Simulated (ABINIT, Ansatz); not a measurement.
# Al3In (Fm-3m): zone-centre phonons, part 3 of 3

Aim: the zone-centre modes of Al3In (Fm-3m).

ABINIT 10.8.3; DFT LDA, scalar-relativistic, plane waves, HGH norm-conserving pseudopotentials.

So far. Step 2 (Relaxation): The volume changes by -2.3 % from the cell with which this run began. Step 4 (Zone-centre response): The acoustic modes at Γ come out as far as 0.2 cm⁻¹ from zero, where they should vanish, a small numerical error. The relaxed cell has a = 6.636 Å (conventional setting).

The structure was built from a prototype and need not be the compound's stable phase.

## 5. Modes with the sum rule

anaddb reads the merged derivatives and imposes the acoustic sum rule.

Contents of anaddb.abi:

```
ddb_filepath "gamma_DDB"
output_file "anaddb.abo"
outdata_prefix "anaddb"
asr 1
chneut 1
enunit 2
eivec 1
nph1l 1
qph1l 0.0 0.0 0.0 1.0
```

Contents of mrgddb.in:

```
gamma_DDB
merged
2
dfpt_gammao_DDB
gso_DDB
```

Launch:

```
mrgddb < mrgddb.in > mrgddb.log
OMP_NUM_THREADS=1 anaddb anaddb.abi > anaddb.log
```

anaddb.abo, the main output file:

```text
-outvars_anaddb: echo values of input variables ----------------------

 Miscellaneous information :
      enunit         2
       eivec         1
         asr         1
 First list of wavevector (reduced coord.) :
       nph1l         1
       qph1l
                     0.00000000E+00  0.00000000E+00  0.00000000E+00    1.000E+00

================================================================================

 read the DDB information and perform some checks

  ==== Info on the Cryst% object ====
 Real(R)+Recip(G) space primitive vectors, cartesian coordinates (Bohr,Bohr^-1):
 R(1)= -6.2701668  0.0000000  6.2701668  G(1)= -0.0797427 -0.0797427  0.0797427
 R(2)=  0.0000000  6.2701668  6.2701668  G(2)=  0.0797427  0.0797427  0.0797427
 R(3)= -6.2701668  6.2701668  0.0000000  G(3)= -0.0797427  0.0797427 -0.0797427
 Unit cell volume ucvol=  4.9302310E+02 bohr^3
 Angles (23,13,12)=  6.00000000E+01  6.00000000E+01  6.00000000E+01 degrees
 Time-reversal symmetry is present
 Reduced atomic positions [iatom, xred, symbol]:
    1)    0.0000000  0.0000000  0.0000000  In
    2)    0.5000000  0.5000000  0.5000000  Al
    3)    0.7500000  0.7500000  0.7500000  Al
    4)    0.2500000  0.2500000  0.2500000  Al

 DDB file with 3 blocks has been read.

================================================================================

 Treat the first list of vectors

  Phonon wavevector (reduced coordinates) :  0.00000  0.00000  0.00000
 Phonon energies in Hartree :
   0.000000E+00  0.000000E+00  0.000000E+00  6.235978E-04  6.235978E-04
   6.235978E-04  7.102501E-04  7.102501E-04  7.102501E-04  9.152385E-04
   9.152385E-04  9.152385E-04
 Phonon energies in meV     :
-  0.000000E+00  0.000000E+00  0.000000E+00  1.696896E+01  1.696896E+01
-  1.696896E+01  1.932689E+01  1.932689E+01  1.932689E+01  2.490491E+01
-  2.490491E+01  2.490491E+01
 Phonon frequencies in cm-1    :
-  0.000000E+00  0.000000E+00  0.000000E+00  1.368639E+02  1.368639E+02
-  1.368639E+02  1.558819E+02  1.558819E+02  1.558819E+02  2.008716E+02
-  2.008716E+02  2.008716E+02
 Phonon frequencies in Thz     :
-  0.000000E+00  0.000000E+00  0.000000E+00  4.103076E+00  4.103076E+00
-  4.103076E+00  4.673221E+00  4.673221E+00  4.673221E+00  6.021980E+00
-  6.021980E+00  6.021980E+00
 Phonon energies in Kelvin  :
-  0.000000E+00  0.000000E+00  0.000000E+00  1.969166E+02  1.969166E+02
-  1.969166E+02  2.242792E+02  2.242792E+02  2.242792E+02  2.890094E+02
-  2.890094E+02  2.890094E+02

 Eigendisplacements
 (will be given, for each mode : in cartesian coordinates
   for each atom the real part of the displacement vector,
   then the imaginary part of the displacement vector - absolute values smaller than 1.0d-7 are set to zero)
  Mode number    1   Energy    0.000000E+00
 Attention : low frequency mode.
   (Could be unstable or acoustic mode)
-  1  0.00000000E+00  0.00000000E+00  1.67399736E-03
-     0.00000000E+00  0.00000000E+00  0.00000000E+00
-  2  0.00000000E+00  0.00000000E+00  1.67396479E-03
-     0.00000000E+00  0.00000000E+00  0.00000000E+00
-  3  0.00000000E+00  0.00000000E+00  1.67398681E-03
-     0.00000000E+00  0.00000000E+00  0.00000000E+00
-  4  0.00000000E+00  0.00000000E+00  1.67398681E-03
-     0.00000000E+00  0.00000000E+00  0.00000000E+00
  Mode number    2   Energy    0.000000E+00
 Attention : low frequency mode.
   (Could be unstable or acoustic mode)
-  1  0.00000000E+00  1.67399736E-03  0.00000000E+00
-     0.00000000E+00  0.00000000E+00  0.00000000E+00
-  2  0.00000000E+00  1.67396479E-03  0.00000000E+00
-     0.00000000E+00  0.00000000E+00  0.00000000E+00
-  3  0.00000000E+00  1.67398681E-03  0.00000000E+00
-     0.00000000E+00  0.00000000E+00  0.00000000E+00
-  4  0.00000000E+00  1.67398681E-03  0.00000000E+00
-     0.00000000E+00  0.00000000E+00  0.00000000E+00
  Mode number    3   Energy    0.000000E+00
 Attention : low frequency mode.
   (Could be unstable or acoustic mode)
-  1  1.67399736E-03  0.00000000E+00  0.00000000E+00
-     0.00000000E+00  0.00000000E+00  0.00000000E+00
-  2  1.67396479E-03  0.00000000E+00  0.00000000E+00
-     0.00000000E+00  0.00000000E+00  0.00000000E+00
-  3  1.67398681E-03  0.00000000E+00  0.00000000E+00
-     0.00000000E+00  0.00000000E+00  0.00000000E+00
-  4  1.67398681E-03  0.00000000E+00  0.00000000E+00
-     0.00000000E+00  0.00000000E+00  0.00000000E+00
  Mode number    4   Energy    6.235978E-04
-  1  0.00000000E+00  0.00000000E+00 -1.32197772E-03
-     0.00000000E+00  0.00000000E+00  0.00000000E+00
-  2  0.00000000E+00  0.00000000E+00  3.12557038E-03
-     0.00000000E+00  0.00000000E+00  0.00000000E+00
-  3  0.00000000E+00  0.00000000E+00  1.25009266E-03
-     0.00000000E+00  0.00000000E+00  0.00000000E+00
-  4  0.00000000E+00  0.00000000E+00  1.25009266E-03
-     0.00000000E+00  0.00000000E+00  0.00000000E+00
  Mode number    5   Energy    6.235978E-04
-  1  0.00000000E+00 -1.32197772E-03  0.00000000E+00
-     0.00000000E+00  0.00000000E+00  0.00000000E+00
-  2  0.00000000E+00  3.12557038E-03  0.00000000E+00
-     0.00000000E+00  0.00000000E+00  0.00000000E+00
-  3  0.00000000E+00  1.25009266E-03  0.00000000E+00
-     0.00000000E+00  0.00000000E+00  0.00000000E+00
-  4  0.00000000E+00  1.25009266E-03  0.00000000E+00
-     0.00000000E+00  0.00000000E+00  0.00000000E+00
  Mode number    6   Energy    6.235978E-04
-  1  1.32197772E-03  0.00000000E+00  0.00000000E+00
-     0.00000000E+00  0.00000000E+00  0.00000000E+00
-  2 -3.12557038E-03  0.00000000E+00  0.00000000E+00
-     0.00000000E+00  0.00000000E+00  0.00000000E+00
-  3 -1.25009266E-03  0.00000000E+00  0.00000000E+00
-     0.00000000E+00  0.00000000E+00  0.00000000E+00
-  4 -1.25009266E-03  0.00000000E+00  0.00000000E+00
-     0.00000000E+00  0.00000000E+00  0.00000000E+00
  Mode number    7   Energy    7.102501E-04
-  1  0.00000000E+00  0.00000000E+00  0.00000000E+00
-     0.00000000E+00  0.00000000E+00  0.00000000E+00
-  2  0.00000000E+00  0.00000000E+00  0.00000000E+00
-     0.00000000E+00  0.00000000E+00  0.00000000E+00
-  3  0.00000000E+00  0.00000000E+00  3.18839113E-03
-     0.00000000E+00  0.00000000E+00  0.00000000E+00
-  4  0.00000000E+00  0.00000000E+00 -3.18839113E-03
-     0.00000000E+00  0.00000000E+00  0.00000000E+00
  Mode number    8   Energy    7.102501E-04
-  1  0.00000000E+00  0.00000000E+00  0.00000000E+00
-     0.00000000E+00  0.00000000E+00  0.00000000E+00
-  2  0.00000000E+00  0.00000000E+00  0.00000000E+00
-     0.00000000E+00  0.00000000E+00  0.00000000E+00
-  3  0.00000000E+00  3.18839113E-03  0.00000000E+00
-     0.00000000E+00  0.00000000E+00  0.00000000E+00
-  4  0.00000000E+00 -3.18839113E-03  0.00000000E+00
-     0.00000000E+00  0.00000000E+00  0.00000000E+00
  Mode number    9   Energy    7.102501E-04
-  1  0.00000000E+00  0.00000000E+00  0.00000000E+00
-     0.00000000E+00  0.00000000E+00  0.00000000E+00
-  2  0.00000000E+00  0.00000000E+00  0.00000000E+00
-     0.00000000E+00  0.00000000E+00  0.00000000E+00
-  3  3.18839113E-03  0.00000000E+00  0.00000000E+00
-     0.00000000E+00  0.00000000E+00  0.00000000E+00
-  4 -3.18839113E-03  0.00000000E+00  0.00000000E+00
-     0.00000000E+00  0.00000000E+00  0.00000000E+00
  Mode number   10   Energy    9.152385E-04
-  1  0.00000000E+00  0.00000000E+00  4.77332215E-04
-     0.00000000E+00  0.00000000E+00  0.00000000E+00
-  2  0.00000000E+00  0.00000000E+00  2.78573647E-03
-     0.00000000E+00  0.00000000E+00  0.00000000E+00
-  3  0.00000000E+00  0.00000000E+00 -2.40850047E-03
-     0.00000000E+00  0.00000000E+00  0.00000000E+00
-  4  0.00000000E+00  0.00000000E+00 -2.40850047E-03
-     0.00000000E+00  0.00000000E+00  0.00000000E+00
  Mode number   11   Energy    9.152385E-04
-  1  0.00000000E+00  4.77332215E-04  0.00000000E+00
-     0.00000000E+00  0.00000000E+00  0.00000000E+00
-  2  0.00000000E+00  2.78573647E-03  0.00000000E+00
-     0.00000000E+00  0.00000000E+00  0.00000000E+00
-  3  0.00000000E+00 -2.40850047E-03  0.00000000E+00
-     0.00000000E+00  0.00000000E+00  0.00000000E+00
-  4  0.00000000E+00 -2.40850047E-03  0.00000000E+00
-     0.00000000E+00  0.00000000E+00  0.00000000E+00
  Mode number   12   Energy    9.152385E-04
-  1  4.77332215E-04  0.00000000E+00  0.00000000E+00
-     0.00000000E+00  0.00000000E+00  0.00000000E+00
-  2  2.78573647E-03  0.00000000E+00  0.00000000E+00
-     0.00000000E+00  0.00000000E+00  0.00000000E+00
-  3 -2.40850047E-03  0.00000000E+00  0.00000000E+00
-     0.00000000E+00  0.00000000E+00  0.00000000E+00
-  4 -2.40850047E-03  0.00000000E+00  0.00000000E+00
-     0.00000000E+00  0.00000000E+00  0.00000000E+00

 Analysis of degeneracies and characters (maximum tolerance=1.00E-06 a.u.)
 For each vibration mode, or group of modes if degenerate,
 the characters are given for each symmetry operation (see the list in the log file).
 Symmetry characters of vibration mode #   1
       degenerate with vibration modes #   2 to    3
  3.0 -3.0 -1.0  1.0 -1.0  1.0 -1.0  1.0  1.0 -1.0 -1.0  1.0  1.0 -1.0 -1.0  1.0
 -0.0  0.0  0.0 -0.0 -0.0  0.0  0.0 -0.0  1.0 -1.0 -1.0  1.0 -1.0  1.0  1.0 -1.0
 -0.0  0.0 -0.0  0.0  0.0 -0.0  0.0 -0.0  1.0 -1.0  1.0 -1.0 -1.0  1.0 -1.0  1.0
 Symmetry characters of vibration mode #   4
       degenerate with vibration modes #   5 to    6
  3.0 -3.0 -1.0  1.0 -1.0  1.0 -1.0  1.0  1.0 -1.0 -1.0  1.0  1.0 -1.0 -1.0  1.0
  0.0 -0.0 -0.0  0.0  0.0 -0.0 -0.0  0.0  1.0 -1.0 -1.0  1.0 -1.0  1.0  1.0 -1.0
  0.0 -0.0  0.0 -0.0 -0.0  0.0 -0.0  0.0  1.0 -1.0  1.0 -1.0 -1.0  1.0 -1.0  1.0
 Symmetry characters of vibration mode #   7
       degenerate with vibration modes #   8 to    9
  3.0  3.0 -1.0 -1.0 -1.0 -1.0 -1.0 -1.0  1.0  1.0 -1.0 -1.0  1.0  1.0 -1.0 -1.0
  0.0  0.0 -0.0 -0.0  0.0  0.0  0.0  0.0  1.0  1.0 -1.0 -1.0 -1.0 -1.0  1.0  1.0
  0.0  0.0  0.0  0.0  0.0  0.0 -0.0 -0.0  1.0  1.0  1.0  1.0 -1.0 -1.0 -1.0 -1.0
 Symmetry characters of vibration mode #  10
       degenerate with vibration modes #  11 to   12
  3.0 -3.0 -1.0  1.0 -1.0  1.0 -1.0  1.0  1.0 -1.0 -1.0  1.0  1.0 -1.0 -1.0  1.0
 -0.0  0.0  0.0 -0.0 -0.0  0.0  0.0 -0.0  1.0 -1.0 -1.0  1.0 -1.0  1.0  1.0 -1.0
 -0.0  0.0 -0.0  0.0  0.0 -0.0  0.0 -0.0  1.0 -1.0  1.0 -1.0 -1.0  1.0 -1.0  1.0
-
```

Elapsed: 0.55 s, on 1 thread of Arm Neoverse V2, shared host.

No LO-TO term; unit eigenvectors of the mass-weighted matrix, from anaddb's displacements. The modes at Γ (shares of kinetic energy by element, %):

```csv
mode,frequency (cm⁻¹),symmetry,In %,Al %
1,0.0,acoustic,59,41
2,0.0,acoustic,59,41
3,0.0,acoustic,59,41
4,136.9,T1u,37,63
5,136.9,T1u,37,63
6,136.9,T1u,37,63
7,155.9,T2g,0,100
8,155.9,T2g,0,100
9,155.9,T2g,0,100
10,200.9,T1u,5,95
11,200.9,T1u,5,95
12,200.9,T1u,5,95
```

Displacements in mode 4 (136.9 cm⁻¹), the largest set to 1:
```
In1  0.00  0.00 -0.42
Al2  0.00  0.00  1.00
Al3  0.00  0.00  0.40
Al4  0.00  0.00  0.40
```

Displacements in mode 10 (200.9 cm⁻¹), the largest set to 1:
```
In1  0.00  0.00  0.17
Al2  0.00  0.00  1.00
Al3  0.00  0.00 -0.86
Al4  0.00  0.00 -0.86
```

The rule moves no optical mode by more than 0.1 cm⁻¹.

## 6. Cross-check with Ansatz

The same cell goes through another code, with its own cutoff. The potentials differ.

This step: DFT LDA, scalar-relativistic, plane waves, PseudoDojo norm-conserving pseudopotentials (Ansatz 0.2.0).

Contents of input.yaml:

```yaml
crystal:
  lattice:
    - [-3.3180293563, 0.0, 3.3180293563]
    - [0.0, 3.3180293563, 3.3180293563]
    - [-3.3180293563, 3.3180293563, 0.0]
  atoms:
    - { symbol: In, position: [0.0, 0.0, 0.0] }
    - { symbol: Al, position: [0.5, 0.5, 0.5] }
    - { symbol: Al, position: [0.75, 0.75, 0.75] }
    - { symbol: Al, position: [0.25, 0.25, 0.25] }
kpoints:
  mp_grid: { grid: [8, 8, 8] }
hamiltonian:
  xc: lda
  pseudopotentials: { kind: nc, accuracy: standard }
scf:
  occupations: { method: gaussian, width: 0.27211 }
output:
  eigenvalues: true
phonons:
  method: dfpt
```

Launch:

```
ansatz run input.yaml --threads 4 --pin off --max-ram 8192MiB --backend cpu --events-out ev --progress --plain --runs-dir out
```

The log of the run:

```text
zone centre: on kpoints.mp_grid the ground state, and the responses unless they are solved on pairs of k-points, stand on 59 of the mesh's 512 k-points, reduced under 8 symmetry operations, with k and −k counted as one. Each operation leaves every solved displacement unchanged or reverses it
Engine: ansatz 0.2.0, aarch64-unknown-linux-gnu
Pseudopotentials: kind: nc
Pseudopotential: In, nc, valence charge 13, recommended cutoff 952.398519 eV (normal), In.nc.azcp (PseudoDojo's, or run here from an input of PseudoDojo's; its table is named by hamiltonian.pseudopotentials.accuracy)
Pseudopotential: Al, nc, valence charge 3, recommended cutoff 598.650497 eV (normal), Al.nc.azcp (PseudoDojo's, or run here from an input of PseudoDojo's; its table is named by hamiltonian.pseudopotentials.accuracy)
Functional definition: SPW92
  exchange = slater_x
  correlation = pw_c
Crystal: 4 atoms, lattice volume = 73.058 Å³
Basis set: ecut = 952.398519 eV, 4909 PW (Γ), exchange–correlation on 96×96×96 points (8 copies of the dense FFT grid, shifted against one another)
Bands: 15, of which v1, the nominal top of the filled ones, is band 11 counted from 1 (10 counted from 0)
Symmetry: 48 space group operations
k-points: 59 of 512 (irreducible under 8 space group operations, time reversal used)
Non-local potential: In, projectors of the file, l = 0: 2, l = 1: 2, l = 2: 2
Non-local potential: Al, projectors of the file, l = 0: 2, l = 1: 2, l = 2: 2
Initial density: superposition of atomic densities (chi_scale 0.1, normalization cell, long waves kept (reshape's long-wave potential 0.00 eV rms))
Initial wavefunctions: pseudopotential atomic-orbital guess
Functional: x = slater, c = lda
SCF iter   1: F=—  HF=-1995.113234 eV  |F-HF|=—  |Δ(HF+E_count)|=         —  Δρ=2.48e-2  dr2=6.45e-1  ethr=3.10e-3  ⟨swp⟩=7.4  Hψ=11884  notcnv=0
automatic band count: the SCF goes on with 19 bands, as 15 were too few: they end inside the smearing window of the response
preconditioner: auto → Kerker (q_TF=auto, 2.234 Å⁻¹)  [metal: Δε(μ)=0.105 eV  Ē_g=12.547 eV  σ=0.272 eV  W_gap=0.21  n_scr=14 (ndim 8)  ℏωp=20.4 eV  f_vac=0.000  D(μ)=1.83/eV (n_scr^D=14)]
SCF iter   2: F=—  HF=-1994.926405 eV  |F-HF|=—  |Δ(HF+E_count)|=   1.87e-1  Δρ=1.35e-2  dr2=1.97e-1  ethr=2.93e-3  ⟨swp⟩=1.0  Hψ=1593  notcnv=0
SCF iter   3: F=—  HF=-1994.853459 eV  |F-HF|=—  |Δ(HF+E_count)|=   7.29e-2  Δρ=3.21e-3  dr2=5.08e-3  ethr=8.97e-4  ⟨swp⟩=2.7  Hψ=1612  notcnv=0
SCF iter   4: F=—  HF=-1994.851498 eV  |F-HF|=—  |Δ(HF+E_count)|=   1.96e-3  Δρ=1.04e-3  dr2=3.13e-4  ethr=2.31e-5  ⟨swp⟩=2.1  Hψ=1334  notcnv=0
SCF iter   5: F=—  HF=-1994.851369 eV  |F-HF|=—  |Δ(HF+E_count)|=   1.29e-4  Δρ=2.47e-4  dr2=2.91e-5  ethr=1.42e-6  ⟨swp⟩=2.1  Hψ=1338  notcnv=0
SCF iter   6: F=—  HF=-1994.851364 eV  |F-HF|=—  |Δ(HF+E_count)|=   4.74e-6  Δρ=4.92e-5  dr2=1.15e-6  ethr=1.32e-7  ⟨swp⟩=2.9  Hψ=1683  notcnv=0
SCF iter   7: F=—  HF=-1994.851306 eV  |F-HF|=—  |Δ(HF+E_count)|=   5.78e-5  Δρ=8.16e-6  dr2=3.80e-8  ethr=5.22e-9  ⟨swp⟩=3.1  Hψ=2086  notcnv=0  defer=22
SCF iter   8: F=—  HF=-1994.851306 eV  |F-HF|=—  |Δ(HF+E_count)|=   6.93e-9  Δρ=1.06e-6  dr2=6.31e-10  ethr=1.73e-10  ⟨swp⟩=2.8  Hψ=1887  notcnv=0  defer=22
SCF iter   9: F=-1994.851306 eV  HF=-1994.851306 eV  |F-HF|=2.05e-12  |Δ(HF+E_count)|=  5.82e-11  Δρ=8.52e-8  dr2=2.37e-12  ethr=1.00e-12  ⟨swp⟩=15.0  Hψ=10637  notcnv=0
SCF 1 converged in 9 iterations: F = -1994.851306 eV  dr2 = 2.37e-12
DFPT response loops at Γ: preconditioner auto → Kerker (q_TF=auto, 2.234 Å⁻¹) (partly filled bands, converged f_vac=0.000); β = 1.00, the filter's whole step (`scf.mixing.beta` (0.50) is not read by the response loops under this deck's `scf.mixing.preconditioner`; to damp them name `kerker` or `kerker_dos`, under which they read `scf.mixing.beta`, and type it under 1.00, their step now; both keys bind the ground state too); Broyden in place of MSR1
SCF converged after 9 iterations
Free energy (F): -1994.851306 eV
Harris-Foulkes:  -1994.851306 eV  (|F-HF|=2.05e-12)
Internal energy: -1994.784297 eV  (E = F + TS)
E sigma→0 (E₀):  -1994.817802 eV
Entropy (-TS):   -0.067009 eV (-16.752 meV/atom)
Fermi energy:    9.124861 eV
--- Per-component energies (eV) ---
  E_band       = 1.972135
  E_kinetic    = 1202.277221
  E_local      = -1466.373653  (includes V_loc(G=0)·N_el)
  E_nonlocal   = -364.433085
  E_hartree    = 517.025010
  E_xc         = -627.749625
  E_vxc        = -403.548401  (∫ρ·V_xc dr)
  E_ewald      = -1255.530164
  E_smearing   = -0.067009  (= −TS)
  E_closure    = 0.000000  (closes the sum)
  Σ components = -1994.851306   (vs F -1994.851306, Δ=0.00e0)
--- Band table (eV; the first three rows and the last of 59) ---
  k-point 0: bands = [... 7 lower, 8.2155, 8.2155, 8.5461, 8.5667, 8.7031, 8.7031, 8.7031, 10.6811, ... 4 higher]
  k-point 1: bands = [... 7 lower, 7.7380, 7.7380, 7.9062, 9.4667, 9.4667, 9.4816, 9.9880, 9.9880, ... 4 higher]
  k-point 2: bands = [... 7 lower, 7.3674, 7.3674, 7.5610, 8.9551, 8.9551, 9.0524, 10.7294, 10.7372, ... 4 higher]
  k-point 58: bands = [... 7 lower, 4.9626, 4.9626, 5.0529, 5.5837, 13.8839, 13.8839, 14.0050, 14.0050, ... 4 higher]
--- Phonons (Γ-DFPT): 3 representative perturbations + reference, on 59 of 512 k-points (Σ response iterations 9) ---
  k mesh reduced under 8 symmetry operations, with k and −k counted as one. Each operation leaves every solved displacement unchanged or reverses it
  ASR residual: 2.457e-4 → 0.000e0 eV/Å²; symmetrization residual: 3.872e-6 eV/Å²
  ASR residual per site (eV/Å²): 2.46e-4 2.53e-5 1.34e-5 1.34e-5
  Γ frequencies (cm⁻¹): 0.00 0.00 0.00 149.26 149.26 149.26 164.38 164.38 164.38 207.80 207.80 207.80
  non-analytic LO–TO correction: not included (Born effective charges unavailable; polar crystals: no LO–TO splitting at Γ)
```

Wall time 16 s (4 threads); peak memory 1.2 GiB.

This step gave:

| Quantity | Value |
| --- | --- |
| sum-rule residual before enforcement | 2.46e-4 eV/Å² |
| highest optical zone-centre mode (no LO-TO term) | 207.8 cm⁻¹ |
| lowest optical zone-centre mode | 149.3 cm⁻¹ |

## 7. The two compared: ABINIT HGH and Ansatz, PseudoDojo

Worked out from the results:

```yaml
root_mean_square_difference: 9.55 cm⁻¹
largest_difference: 12.4 cm⁻¹
```

Optical modes, paired by symmetry label. Frequencies side by side, by row:

```csv
q (reciprocal lattice),mode,ABINIT HGH (cm⁻¹),"Ansatz, PseudoDojo (cm⁻¹)"
0 0 0,4,136.9,149.3
0 0 0,5,136.9,149.3
0 0 0,6,136.9,149.3
0 0 0,7,155.9,164.4
0 0 0,8,155.9,164.4
0 0 0,9,155.9,164.4
0 0 0,10,200.9,207.8
0 0 0,11,200.9,207.8
0 0 0,12,200.9,207.8
```

At the zone centre the largest difference (acoustic modes at Γ apart) is 6 % of the highest mode, but 9 % of the mode at 137 cm⁻¹ on which it sits.

## 8. Results

- space group after relaxation: Fm-3m
- volume per atom: 18.3 Å³
- highest optical zone-centre mode (no LO-TO term): 200.9 cm⁻¹
- lowest optical zone-centre mode: 136.9 cm⁻¹
- imaginary optical modes at the zone centre (no q mesh in this session): none
- largest difference from Ansatz, PseudoDojo: 12.4 cm⁻¹

In words: At the LDA level the optical modes of Al3In (Fm-3m) at the zone centre run from 137 to 201 cm⁻¹. ABINIT HGH and Ansatz, PseudoDojo differ by 9.6 cm⁻¹ in the root mean square and by 12.4 cm⁻¹ at most, 6.2 % of the highest mode compared (acoustic modes at Γ left out); the two use different potentials, and the cell was not relaxed for the second set. These are harmonic frequencies at zero temperature: anharmonic shifts and linewidths and thermal expansion are left out. The HGH files keep few electrons and have no core correction, which is cheap but rough for In. In a metal the frequencies hang on the k mesh and the smearing, most of all near Kohn anomalies. The structure is a hypothetical one, built on a prototype.

[Host names and launcher messages were left out of these logs when they were recorded.]

[Logs are printed without paths, hosts, clocks, repeated set-up lines and the standing remarks that a program may print on its own settings, such as how far it seeks lower states.]

[Hosts, paths, dates, database ids (printed as entryN), source tags and the programs' standing remarks are cut or masked in the printed files.]
